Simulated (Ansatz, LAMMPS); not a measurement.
# Structural relaxation of amorphous 76HfO2-24Y2O3 (mol %) (87 atoms), part 2 of 4

How does amorphous 76HfO2-24Y2O3 (mol %) (87 atoms) relax, and what do bonds, charges and levels look like afterwards?

Ansatz 0.2.0; Kohn-Sham DFT, PBE, PAW (set soft_2), plane waves.

The cell: 19 Hf, 12 Y and 56 O. The quench rate of 50 K/ps is orders of magnitude faster than experiment. The starting topology of bonds comes from the classical model. Only the Γ point is sampled in the main run, in a cell whose shortest periodic width is 11 Å. No spin–orbit coupling is included.

So far. Step 3 (Single point at the start): Neighbours are counted within 2.82 Å (O-Hf), 3.02 Å (O-Y).

## Step 4: Cell and atoms relaxed

The cell is relaxed with the atoms, since the starting lattice needn't suit this functional.

Contents of input.yaml:

```yaml
crystal:
  lattice:
    - [10.8303, 0.0, 0.0]
    - [0.0, 10.8303, 0.0]
    - [0.0, 0.0, 10.8303]
  atoms:
    [... the 87 atom lines of step 3 ...]
kpoints:
  mp_grid: { grid: [1, 1, 1] }
hamiltonian:
  xc: pbe
scf:
  occupations: { method: fermi_dirac, width: 0.025 }
output:
  forces: true
relax:
  f_tol: 0.04
  max_steps: 250
  cell: {}
```

The run is started by

```console
> ansatz run input.yaml --threads 4 --pin off --max-ram 8192MiB --backend cpu --events-out ev --progress --plain --runs-dir out
```

The log of the run:

```text
[...]
Crystal: 87 atoms, lattice volume = 1270.344 Å³
Basis set: ecut = 420 eV, 24837 PW (Γ), exchange–correlation on 150×150×150 points (8 copies of the dense FFT grid, shifted against one another)
Bands: 578, of which v1, the nominal top of the filled ones, is band 481 counted from 1 (480 counted from 0)
Symmetry: 1 space group operations
[...]
k-points: 1
[...]
SCF iter   1: F=—  HF=-376819.245946 eV  |F-HF|=—  |Δ(HF+E_count)|=         —  Δρ=3.29e-3  dr2=1.73e-1  ethr=1.77e-3  ⟨swp⟩=5.0  Hψ=1805  notcnv=0  defer=72
[...]
SCF iter  11: F=-376819.238843 eV  HF=-376819.238843 eV  |F-HF|=1.76e-8  |Δ(HF+E_count)|=   5.20e-8  Δρ=1.36e-6  dr2=2.96e-8  ethr=1.04e-11  ⟨swp⟩=2.0  Hψ=1908  notcnv=0
SCF 1 converged in 11 iterations: F = -376819.238843 eV  dr2 = 2.96e-8
[...]
relax step   1: F+E_penalty+E_count = -376819.23884264 eV  Δ(F+E_penalty+E_count) = +0.000e0 eV  max|allowed force component| = 1.338e0 eV/Å  Δτ_max = 0.0000 Å  P = -6.953 GPa  Ω = 1270.344 Å³  (11 SCF iters, dr2 threshold 1.00e-7 eV, accepted)
[... from here on, the SCF cycles and remarks between the steps are left out ...]
relax step   2: F+E_penalty+E_count = -376821.39645093 eV  Δ(F+E_penalty+E_count) = -2.158e0 eV  max|allowed force component| = 9.473e-1 eV/Å  Δτ_max = 0.1921 Å  P = +3.613 GPa  Ω = 1178.516 Å³  energy of the carried Pulay correction = +3.374e-1 eV  (9 SCF iters, dr2 threshold 8.70e-6 eV, accepted)
relax step   3: F+E_penalty+E_count = -376822.17954827 eV  Δ(F+E_penalty+E_count) = -7.831e-1 eV  max|allowed force component| = 5.085e-1 eV/Å  Δτ_max = 0.0791 Å  P = +0.487 GPa  Ω = 1203.041 Å³  energy of the carried Pulay correction = +2.448e-1 eV  (8 SCF iters, dr2 threshold 8.70e-6 eV, accepted)
relax step   4: F+E_penalty+E_count = -376822.65516488 eV  Δ(F+E_penalty+E_count) = -4.756e-1 eV  max|allowed force component| = 2.076e-1 eV/Å  Δτ_max = 0.2000 Å  P = -0.076 GPa  Ω = 1200.002 Å³  energy of the carried Pulay correction = +2.562e-1 eV  (8 SCF iters, dr2 threshold 8.70e-6 eV, accepted)
relax step   5: F+E_penalty+E_count = -376822.85556174 eV  Δ(F+E_penalty+E_count) = -2.004e-1 eV  max|allowed force component| = 2.192e-1 eV/Å  Δτ_max = 0.2000 Å  P = +0.071 GPa  Ω = 1189.883 Å³  energy of the carried Pulay correction = +2.942e-1 eV  (9 SCF iters, dr2 threshold 2.69e-6 eV, accepted)
relax step   6: F+E_penalty+E_count = -376823.00592348 eV  Δ(F+E_penalty+E_count) = -1.504e-1 eV  max|allowed force component| = 5.770e-1 eV/Å  Δτ_max = 0.2000 Å  P = +0.026 GPa  Ω = 1188.195 Å³  energy of the carried Pulay correction = +3.006e-1 eV  (8 SCF iters, dr2 threshold 3.00e-6 eV, accepted)
relax step   7: F+E_penalty+E_count = -376823.20198027 eV  Δ(F+E_penalty+E_count) = -1.961e-1 eV  max|allowed force component| = 8.502e-1 eV/Å  Δτ_max = 0.1921 Å  P = +0.008 GPa  Ω = 1187.733 Å³  energy of the carried Pulay correction = +3.024e-1 eV  (7 SCF iters, dr2 threshold 8.70e-6 eV, accepted)
relax step   8: F+E_penalty+E_count = -376823.43846801 eV  Δ(F+E_penalty+E_count) = -2.365e-1 eV  max|allowed force component| = 8.604e-1 eV/Å  Δτ_max = 0.1916 Å  P = +0.020 GPa  Ω = 1186.925 Å³  energy of the carried Pulay correction = +3.054e-1 eV  (7 SCF iters, dr2 threshold 8.70e-6 eV, accepted)
relax step   9: F+E_penalty+E_count = -376823.67449921 eV  Δ(F+E_penalty+E_count) = -2.360e-1 eV  max|allowed force component| = 3.716e-1 eV/Å  Δτ_max = 0.1977 Å  P = +0.031 GPa  Ω = 1186.940 Å³  energy of the carried Pulay correction = +3.054e-1 eV  (7 SCF iters, dr2 threshold 8.70e-6 eV, accepted)
relax step  10: F+E_penalty+E_count = -376823.93377044 eV  Δ(F+E_penalty+E_count) = -2.593e-1 eV  max|allowed force component| = 1.567e-1 eV/Å  Δτ_max = 0.2000 Å  P = +0.102 GPa  Ω = 1187.600 Å³  energy of the carried Pulay correction = +3.029e-1 eV  (8 SCF iters, dr2 threshold 8.63e-6 eV, accepted)
relax step  11: F+E_penalty+E_count = -376823.97728345 eV  Δ(F+E_penalty+E_count) = -4.351e-2 eV  max|allowed force component| = 6.654e-2 eV/Å  Δτ_max = 0.0971 Å  P = -0.040 GPa  Ω = 1188.477 Å³  energy of the carried Pulay correction = +2.995e-1 eV  (8 SCF iters, dr2 threshold 1.53e-6 eV, accepted)
relax step  12: F+E_penalty+E_count = -376822.69441156 eV  Δ(F+E_penalty+E_count) = +1.283e0 eV  max|allowed force component| = 2.273e0 eV/Å  Δτ_max = 0.1927 Å  P = +0.888 GPa  Ω = 1182.977 Å³  energy of the carried Pulay correction = +3.204e-1 eV  (11 SCF iters, dr2 threshold 2.77e-7 eV, rejected (line search))
relax step  13: F+E_penalty+E_count = -376823.99026761 eV  Δ(F+E_penalty+E_count) = -1.298e-2 eV  max|allowed force component| = 1.060e-1 eV/Å  Δτ_max = 0.0963 Å  P = +0.013 GPa  Ω = 1187.489 Å³  energy of the carried Pulay correction = +3.033e-1 eV  (14 SCF iters, accepted)
relax step  14: F+E_penalty+E_count = -376823.99273156 eV  Δ(F+E_penalty+E_count) = -2.464e-3 eV  max|allowed force component| = 5.308e-2 eV/Å  Δτ_max = 0.0160 Å  P = +0.034 GPa  Ω = 1187.064 Å³  energy of the carried Pulay correction = +3.049e-1 eV  (6 SCF iters, dr2 threshold 7.02e-7 eV, accepted)
relax step  15: F+E_penalty+E_count = -376823.99338778 eV  Δ(F+E_penalty+E_count) = -6.562e-4 eV  max|allowed force component| = 1.674e-2 eV/Å  Δτ_max = 0.0270 Å  P = +0.001 GPa  Ω = 1187.569 Å³  energy of the carried Pulay correction = +3.030e-1 eV  (7 SCF iters, dr2 threshold 1.76e-7 eV, accepted)
relax step  16: F+E_penalty+E_count = -376823.79071334 eV  Δ(F+E_penalty+E_count) = +2.027e-1 eV  max|allowed force component| = 1.646e-2 eV/Å  Δτ_max = 0.0000 Å  P = -0.325 GPa  Ω = 1187.569 Å³  stress off target by 4.05e-1 GPa  SCF on the basis re-selected at this cell (its energy is not comparable with the rows above)  (8 SCF iters)
relax step  17: F+E_penalty+E_count = -376823.80665419 eV  Δ(F+E_penalty+E_count) = -1.594e-2 eV  max|allowed force component| = 2.137e-2 eV/Å  Δτ_max = 0.0206 Å  P = -0.013 GPa  Ω = 1184.319 Å³  energy of the carried Pulay correction = +1.220e-2 eV  (7 SCF iters, dr2 threshold 4.11e-7 eV, accepted)
relax step  18: F+E_penalty+E_count = -376823.79845855 eV  Δ(F+E_penalty+E_count) = +8.196e-3 eV  max|allowed force component| = 2.135e-2 eV/Å  Δτ_max = 0.0000 Å  P = -0.024 GPa  Ω = 1184.319 Å³  stress off target by 3.97e-2 GPa  SCF on the basis re-selected at this cell (its energy is not comparable with the rows above)  (7 SCF iters)
[...]
SCF converged after 7 iterations
Free energy (F): -376823.798459 eV
[...]
Internal energy: -376823.798459 eV  (E = F + TS)
E sigma→0 (E₀):  -376823.798459 eV
Fermi energy:    12.640174 eV
[...]
--- Forces (eV/Å), atoms counted from 1 ---
  atom   1  Hf     0.00076486    -0.00188747    -0.00141421
  atom   2  Hf     0.01788701     0.00487952     0.00545844
  atom   3  Hf    -0.00072587     0.00091427    -0.00586528
  atom   4  Hf     0.00484426     0.00175193     0.00785207
  atom   5  Hf     0.00336059    -0.00378715     0.01079082
  atom   6  Hf     0.00569605     0.00167103    -0.01058198
  atom   7  Hf     0.00888204     0.00489032    -0.00003767
  atom   8  Hf    -0.00290347    -0.00325936    -0.00258643
  atom   9  Hf     0.00982873    -0.01199372     0.00969993
  atom  10  Hf     0.00344400    -0.00281420     0.00078540
  atom  11  Hf    -0.00431201     0.00964146     0.00387874
  atom  12  Hf     0.00278060    -0.00090437    -0.00106197
  atom  13  Hf    -0.01892223    -0.01091174     0.00078923
  atom  14  Hf     0.00261178     0.01140243    -0.00707548
[...]
atom  86  O      0.00284287     0.00604525     0.00244629
  atom  87  O     -0.00505934    -0.00232569     0.00571454
  max |Σ_I F_I| component: 2.28e-6 eV/Å
--- Stress (GPa, compression-positive) ---
       -0.007434      -0.001314       0.010367
       -0.001314      -0.027936      -0.002881
        0.010367      -0.002881      -0.035870
  P = ⅓ Tr σ = -0.0237 GPa (-0.237 kbar)
--- Relaxed structure (16 steps of the walk, 15 accepted, 2 SCFs on fresh bases) ---
  F+E_penalty+E_count = -376823.79845855 eV   max|allowed force component| = 2.135e-2 eV/Å   (the final SCF, on the basis selected at the relaxed cell)
  cell:  # Å, volume = 1184.3190 Å³
    - [10.532354, 0.00511121, -0.194617]
    - [0.00511121, 10.615550, -0.044090]
    - [-0.194617, -0.044090, 10.596336]
  atoms:
    - { symbol: Hf, position: [0.069138, 0.612100, 0.737494] }
    - { symbol: Hf, position: [0.073224, 0.584279, 0.079678] }
    - { symbol: Hf, position: [0.031536, 0.266572, 0.598463] }
    - { symbol: Hf, position: [0.024131, 0.924113, 0.214502] }
[...]
- { symbol: O, position: [0.496862, 0.497224, 0.799518] }
```

The job ended after 3.1 min (4 threads of Intel Xeon 6975P-C (Granite Rapids), shared host; peak memory 2.3 GiB; 12 min of CPU time).

The steps of the relaxation:

```
step  energy less that of the first step (eV)  largest force component (eV/Å)  pressure (GPa)  volume (Å³)
   1                                   0.0000                          1.3376           -6.95      1270.34
   2                                  -2.1576                          0.9473            3.61      1178.52
   3                                  -2.9407                          0.5085            0.49      1203.04
   4                                  -3.4163                          0.2076           -0.08      1200.00
   5                                  -3.6167                          0.2192            0.07      1189.88
   6                                  -3.7671                          0.5770            0.03      1188.19
   7                                  -3.9631                          0.8502            0.01      1187.73
   8                                  -4.1996                          0.8604            0.02      1186.92
   9                                  -4.4357                          0.3716            0.03      1186.94
  10                                  -4.6949                          0.1567            0.10      1187.60
  11                                  -4.7384                          0.0665           -0.04      1188.48
  12                                  -3.4556                          2.2734            0.89      1182.98
  13                                  -4.7514                          0.1060            0.01      1187.49
  14                                  -4.7539                          0.0531            0.03      1187.06
  15                                  -4.7545                          0.0167            0.00      1187.57
 16*                                  -4.5519                          0.0165           -0.32      1187.57
  17                                  -4.5678                          0.0214           -0.01      1184.32
 18*                                  -4.5596                          0.0214           -0.02      1184.32
```

Relaxation steps marked * repeat the geometry before them on a plane-wave basis chosen anew for their cell, so energy and pressure can jump there. Relaxation step 12 was tried and not accepted.

| cell as run | before | after | change |
| --- | --- | --- | --- |
| a (Å) | 10.830 | 10.534 | -2.7 % |
| b (Å) | 10.830 | 10.616 | -2.0 % |
| c (Å) | 10.830 | 10.598 | -2.1 % |
| α (°) | 90.00 | 90.48 | +0.5 % |
| β (°) | 90.00 | 92.11 | +2.3 % |
| γ (°) | 90.00 | 89.94 | -0.1 % |
| volume (Å³/atom) | 14.60 | 13.61 | -6.8 % |

The atoms that moved most (Å, as changes of fractional coordinates times the final cell):

```
atom      dx      dy      dz  length
 Y29  -0.367   0.481   1.177   1.324
 O86   0.337  -0.434  -0.195   0.583
 O45   0.345   0.114   0.398   0.539
 O83   0.296   0.272   0.321   0.515
 Y20  -0.490   0.038   0.035   0.493
 O72   0.098  -0.130  -0.457   0.485
 O35   0.353  -0.240   0.175   0.461
 Y24   0.420  -0.132  -0.127   0.459
```

The relaxation changed the energy by -52.4 meV/atom, and atoms moved by 0.28 Å r.m.s., 1.3 Å at most.

## Step 5: Structure statistics after relaxation

Bonds before and after, by the cutoffs listed below:

```csv
pair,bonds before,bonds after,mean before (Å),mean after (Å),spread before (Å),spread after (Å)
O-Hf,113,116,2.141,2.128,0.063,0.106
O-Y,72,81,2.374,2.372,0.173,0.158
```

Density 7.51 g/cm³, 13.61 Å³ an atom.

Pair distribution functions g(r), in bins of 0.2 Å:

| r (Å) | total | O-O | O-Hf | O-Y | Hf-Hf | Hf-Y | Y-Y |
| --- | --- | --- | --- | --- | --- | --- | --- |
| 1.90 | 0.16 | 0.00 | 0.58 | 0.00 | 0.00 | 0.00 | 0.00 |
| 2.10 | 2.63 | 0.00 | 8.90 | 0.74 | 0.00 | 0.00 | 0.00 |
| 2.30 | 1.73 | 0.00 | 1.79 | 6.94 | 0.00 | 0.00 | 0.00 |
| 2.50 | 0.51 | 0.42 | 0.15 | 1.69 | 0.00 | 0.00 | 0.00 |
| 2.70 | 1.07 | 2.29 | 0.00 | 0.68 | 0.00 | 0.00 | 0.00 |
| 2.90 | 1.14 | 2.67 | 0.00 | 0.18 | 0.00 | 0.00 | 0.00 |
| 3.10 | 0.87 | 1.91 | 0.05 | 0.22 | 0.26 | 0.20 | 0.00 |
| 3.30 | 1.02 | 1.48 | 0.24 | 0.32 | 2.10 | 2.80 | 0.57 |
| 3.50 | 0.97 | 0.67 | 0.75 | 0.40 | 2.37 | 4.40 | 1.59 |
| 3.70 | 0.88 | 0.55 | 0.80 | 0.71 | 2.90 | 1.94 | 2.39 |
| 3.90 | 1.07 | 0.61 | 1.23 | 0.83 | 2.94 | 2.18 | 3.06 |
| 4.10 | 1.12 | 1.04 | 1.31 | 1.04 | 1.12 | 1.11 | 1.20 |
| 4.30 | 0.97 | 0.77 | 1.32 | 1.21 | 0.14 | 0.33 | 1.79 |
| 4.50 | 0.89 | 0.76 | 1.13 | 1.15 | 0.12 | 0.52 | 0.97 |
| 4.70 | 0.83 | 0.58 | 1.14 | 1.43 | 0.11 | 0.09 | 0.29 |
| 4.90 | 0.97 | 0.73 | 1.44 | 1.17 | 0.43 | 0.59 | 0.00 |
| 5.10 | 0.99 | 1.07 | 1.11 | 1.10 | 0.30 | 0.39 | 0.24 |

Bonds by pair of elements; cutoffs follow the first minimum of g(r), held within bounds set by covalent radii, and pairs that aren't listed don't count as bonded:

```csv
pair A-B,cutoff (Å),bonds,mean length (Å),spread (Å),shortest (Å),B about A,A about B
O-Hf,2.83,116,2.13,0.106,1.93,2.07,6.11
O-Y,3,81,2.37,0.158,2.15,1.45,6.75
```

How many atoms have how many bonded neighbours:

```csv
element,mean,2,3,4,5,6,7,8
Hf,6.11,0,0,0,1,15,3,0
O,3.52,2,23,31,0,0,0,0
Y,6.75,0,0,0,1,3,6,2
```

Bond angles, per cent of each kind in bins of 5°:

```csv
angle (°),O-Hf-O,O-Y-O,Hf-O-Y,Hf-O-Hf,Y-O-Y
50–55,0.0,0.4,0.0,0.0,0.0
55–60,0.0,0.4,0.0,0.0,0.0
60–65,0.0,1.3,0.0,0.0,0.0
65–70,2.7,10.1,0.0,0.0,0.0
70–75,8.7,14.8,0.0,0.0,0.0
75–80,8.7,9.7,0.7,0.0,0.0
80–85,13.4,4.2,2.2,0.0,2.4
85–90,10.4,9.3,4.5,0.0,2.4
90–95,9.7,4.2,8.2,2.4,12.2
95–100,6.0,4.2,17.2,8.5,9.8
100–105,7.0,1.3,25.4,23.2,19.5
105–110,5.0,3.4,7.5,17.1,19.5
110–115,2.7,2.9,6.7,8.5,7.3
115–120,3.0,3.8,6.7,2.4,2.4
120–125,1.0,3.8,5.2,11.0,7.3
125–130,0.7,3.8,4.5,7.3,4.9
130–135,0.7,3.4,3.0,4.9,4.9
135–140,1.3,3.8,4.5,6.1,2.4
140–145,2.4,2.9,2.2,6.1,2.4
145–150,2.4,3.8,0.7,0.0,2.4
150–155,2.4,2.9,0.0,2.4,0.0
155–160,2.4,2.5,0.7,0.0,0.0
160–165,3.4,0.8,0.0,0.0,0.0
165–170,2.7,1.3,0.0,0.0,0.0
170–175,2.4,0.4,0.0,0.0,0.0
175–180,1.0,0.4,0.0,0.0,0.0
```

Bond angles (no mean is given where the spread exceeds 20°):

```csv
angle,count,mean (°),spread (°)
O-Hf-O,298,-,-
O-Y-O,237,-,-
Hf-O-Y,134,108,15.3
Hf-O-Hf,82,116,15
Y-O-Y,41,109,15.1
```

Bond length by coordination (bonds to H left out):

```
element  coordination  atoms  mean bond length (Å)
     Hf             5      1                  2.04
     Hf             6     15                  2.12
     Hf             7      3                  2.20
      O             2      2                  2.02
      O             3     23                  2.15
      O             4     31                  2.28
      Y             5      1                  2.23
      Y             6      3                  2.34
      Y             7      6                  2.38
      Y             8      2                  2.42
```

First main peaks of g(r), for some of the pairs, lie near 2.8 Å (O-O), 2.1 Å (O-Hf), 2.3 Å (O-Y), 3.4 Å (Hf-Y) and 3.8 Å (Y-Y). With the cutoffs above, 79 % of Hf atoms have 6, 55 % of O atoms have 4 and 50 % of Y atoms have 7 bonded neighbours.

(Continued in part 3 of 4.)

[Long decimals in the printed logs are rounded to 6 places.]

[Logs are printed without paths, hosts, clocks, repeated set-up lines and the standing remarks that a program may print on its own settings, such as how far it seeks lower states.]

[Hosts, paths, dates, database ids (printed as entryN), source tags and the programs' standing remarks are cut or masked in the printed files.]

[A walk said to have stopped at its limit may instead have ended on an SCF cycle that didn't converge.]
